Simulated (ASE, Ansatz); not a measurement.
# Relaxing random zinc-blende alloy of GaAs and GaP (64 atoms), part 2 of 2

Aim: bring random zinc-blende alloy of GaAs and GaP (64 atoms) to a nearby minimum of the energy and see what moves.

Ansatz 0.2.0; Kohn-Sham DFT, PBE, PAW (set soft_2), plane waves.

The cell: 32 Ga, 4 As and 28 P. The host structure and its lattice constant were typed by rule, without a check against the phase diagram.

So far. Step 6 (Coarser k-mesh (Γ alone)): Forces differ from those of the single point at the relaxed geometry by 7.9 meV/Å r.m.s.; the energy by +77 meV/atom, the pressure by +0.35 GPa and the gap by -0.013 eV. Step 7 (Functional HSE06): Forces differ from the reference by 11 meV/Å r.m.s.; the pressure by -1.9 GPa and the gap by +0.93 eV. It took 16 times the reference's time (shared host, so rough).

## 7. Functional HSE06 (continued)

Löwdin charges by element (they lack the spilled electrons, 0.024 e an atom on average):

| element | coordination | atoms | mean charge (e) | spread | least | most |
| --- | --- | --- | --- | --- | --- | --- |
| As | all | 4 | -0.0879 | 0.001 | -0.0893 | -0.0864 |
| Ga | all | 32 | 0.119 | 0.0034 | 0.111 | 0.126 |
| P | all | 28 | -0.0688 | 0.0015 | -0.0715 | -0.066 |

States in the cell by windows of 1 eV, zero at the Fermi level; the larger projections on atomic orbitals stand beside the total:

| from (eV) | to (eV) | total | P p | Ga p | Ga s | As p | P s |
| --- | --- | --- | --- | --- | --- | --- | --- |
| -18 | -17 | 0.1 | 0.0 | 0.0 | 0.0 | 0.0 | 0.0 |
| -17 | -15 | 0.0 | 0.0 | 0.0 | 0.0 | 0.0 | 0.0 |
| -15 | -14 | 2.0 | 0.0 | 0.0 | 0.9 | 0.0 | 0.9 |
| -14 | -13 | 12.0 | 0.5 | 2.8 | 2.9 | 0.1 | 4.7 |
| -13 | -12 | 32.0 | 1.0 | 7.6 | 5.5 | 0.1 | 14.7 |
| -12 | -11 | 18.0 | 0.0 | 5.5 | 0.0 | 0.0 | 10.6 |
| -11 | -9 | 0.0 | 0.0 | 0.0 | 0.0 | 0.0 | 0.0 |
| -9 | -8 | 25.4 | 10.5 | 1.7 | 11.5 | 1.2 | 0.2 |
| -8 | -7 | 4.8 | 2.0 | 0.5 | 1.6 | 0.1 | 0.4 |
| -7 | -6 | 19.8 | 7.7 | 2.3 | 6.2 | 1.0 | 2.1 |
| -6 | -5 | 12.4 | 5.9 | 0.8 | 3.0 | 0.4 | 1.9 |
| -5 | -4 | 51.2 | 27.4 | 17.9 | 1.4 | 3.6 | 0.4 |
| -4 | -3 | 11.0 | 6.6 | 3.5 | 0.0 | 0.8 | 0.0 |
| -3 | -2 | 61.5 | 38.5 | 15.9 | 0.0 | 6.3 | 0.0 |
| -2 | -1 | 6.0 | 4.3 | 0.7 | 0.0 | 0.9 | 0.0 |
| -1 | 1 | 0.0 | 0.0 | 0.0 | 0.0 | 0.0 | 0.0 |
| 1 | 2 | 34.0 | 4.6 | 10.8 | 9.0 | 0.6 | 4.9 |
| 2 | 3 | 24.0 | 4.8 | 8.4 | 5.1 | 0.7 | 2.2 |
| 3 | 4 | 18.0 | 2.9 | 7.3 | 1.7 | 0.4 | 2.1 |
| 4 | 5 | 40.0 | 11.5 | 14.6 | 4.6 | 1.5 | 0.0 |

Between -26 and -18 eV lie 320 more states.

The stored curve holds about 576 of the 616 electrons; the rest, give or take the few that broadening carries across the Fermi level, lie in deeper levels below its range.

The levels nearest the highest filled one (over half full), pooled over k-points and spins:

| level less the highest filled one (eV) | occupation |
| --- | --- |
| -1.08 | 2 |
| -1.07 | 2 |
| -1.04 | 2 |
| -0.0105 | 2 |
| -0.0076 | 2 |
| 0 | 2 |
| 2.29 | 0 |
| 2.30 | 0 |
| 2.30 | 0 |
| 2.30 | 0 |
| 2.31 | 0 |
| 2.32 | 0 |

## 8. Functional r2SCAN (500 eV)

The meta-GGA r2SCAN uses the kinetic energy density as well as the density and its gradient. Besides, the cutoff goes from 420 to 500 eV.

This step: Kohn-Sham DFT, r2SCAN, PAW (set soft_2), plane waves (Ansatz 0.2.0).

input.yaml

```yaml
crystal:
  lattice:
    - [11.06884, -0.00051, 0.0002]
    - [-0.00051, 11.06932, 9.0e-05]
    - [0.0002, 9.0e-05, 11.06973]
  atoms:
    [... the 64 atom lines of step 5 ...]
kpoints:
  mp_grid: { grid: [2, 2, 2] }
hamiltonian:
  xc: r2scan
scf:
  occupations: { method: fermi_dirac, width: 0.025 }
output:
  forces: true
  stress: true
  populations: true
  dos:
    method: { smearing: { sigma: 0.08 } }
    de: 0.05
    projected: { site_lists: { As: [As], Ga: [Ga], P: [P] } }
  eigenvalues: true
```

Command:

```console
$ ansatz run input.yaml --threads 8 --pin off --max-ram 15872MiB --backend cpu --events-out ev --progress --plain --runs-dir out
```

The job ended after 3.4 min (8 threads of Arm Neoverse V2, shared host; peak memory 13 GiB).

Geometry and reference: those of the single point at the relaxed geometry.

Forces differ from those of the single point at the relaxed geometry by 12 meV/Å r.m.s.; the pressure by -2.5 GPa and the gap by +0.43 eV. It took 3.4 min and 9 cycles; the reference's time can't be set against it, since the two runs asked for unlike analyses.

## 9. Functional PBEsol

PBEsol restores the gradient expansion of exchange for slowly varying densities and usually gives shorter bonds in solids than PBE.

This step: Kohn-Sham DFT, PBEsol, PAW (set soft_2), plane waves (Ansatz 0.2.0).

Changes to input.yaml since step 8:

```diff
@@ -10,3 +10,3 @@
 hamiltonian:
-  xc: r2scan
+  xc: pbesol
 scf:
```

Wall time 1.7 min (8 threads); peak memory 12 GiB.

Geometry and reference: those of the single point at the relaxed geometry.

Forces differ from those of the single point at the relaxed geometry by 5.4 meV/Å r.m.s.; the pressure by -2.9 GPa and the gap by -0.078 eV.

## 10. All settings compared

Each row is set against the single point at the relaxed geometry (Kohn-Sham DFT, PBE, PAW (set soft_2), plane waves; r.m.s. force component 0.00153 eV/Å). Energies are set beside the reference only for runs with its functional, potentials and electron count. Times are for 8 threads of Arm Neoverse V2, shared host. The reference's time includes grids, which some other runs skip.

| run | Δ force, r.m.s. (meV/Å) | Δ energy (meV/atom) | Δ pressure (GPa) | Δ gap (eV) | cycles | time | host memory (GiB) |
| --- | --- | --- | --- | --- | --- | --- | --- |
| reference | - | - | - | - | 8 | 1.8 min | 12 |
| coarser k-mesh (Γ alone) | 7.93 | 77.4 | 0.345 | -0.0134 | 8 | 10 s | 1.8 |
| functional r2SCAN (500 eV) | 12.4 | - | -2.50 | 0.435 | 9 | 3.4 min | 13 |
| functional PBEsol | 5.40 | - | -2.90 | -0.0781 | 8 | 1.7 min | 12 |

## 11. Results

```
energy change in the relaxation                  : -53.28 meV/atom
r.m.s. displacement                              : 0.092 Å
largest displacement                             : 0.169 Å
free energy per atom                             : -2526.0441 eV/atom
density                                          : 4.16 g/cm³
pressure                                         : 0.0004863 GPa
r.m.s. force component                           : 0.00153 eV/Å
gap (highest filled to lowest empty level) : 1.372 eV
wall time of the 7 DFT runs                      : 15 min
```

**Reading.** Relaxation lowers the energy by 53.3 meV/atom and moves atoms by 0.092 Å r.m.s.; the r.m.s. force component goes from 0.74 to 0.0015 eV/Å. Displacements are taken in the final cell, so they leave out its strain. By the final cutoffs no bond was broken or made. The cell grew by 3.2 % in volume. First to last step the energy falls by 3.410 eV, across changes of basis; the largest move, 0.17 Å, is that of P42. The Ga-As bonds change most in mean length: from 2.385 Å (spread 0.070) to 2.458 Å (spread 0.004). With the cutoffs above, all As atoms have 4, all Ga atoms have 4 and all P atoms have 4 bonded neighbours. Filled and empty levels are parted by 1.37 eV (on the run's k-points); a semilocal functional tends to put such gaps too low.

Among the changes of functional, dispersion, potentials or spin set against this reference, functional r2SCAN (500 eV) moves the forces most, by 12 meV/Å r.m.s.

[Logs are printed without paths, hosts, clocks, repeated set-up lines and the standing remarks that a program may print on its own settings, such as how far it seeks lower states.]

[Hosts, paths, dates, database ids (printed as entryN), source tags and the programs' standing remarks are cut or masked in the printed files.]
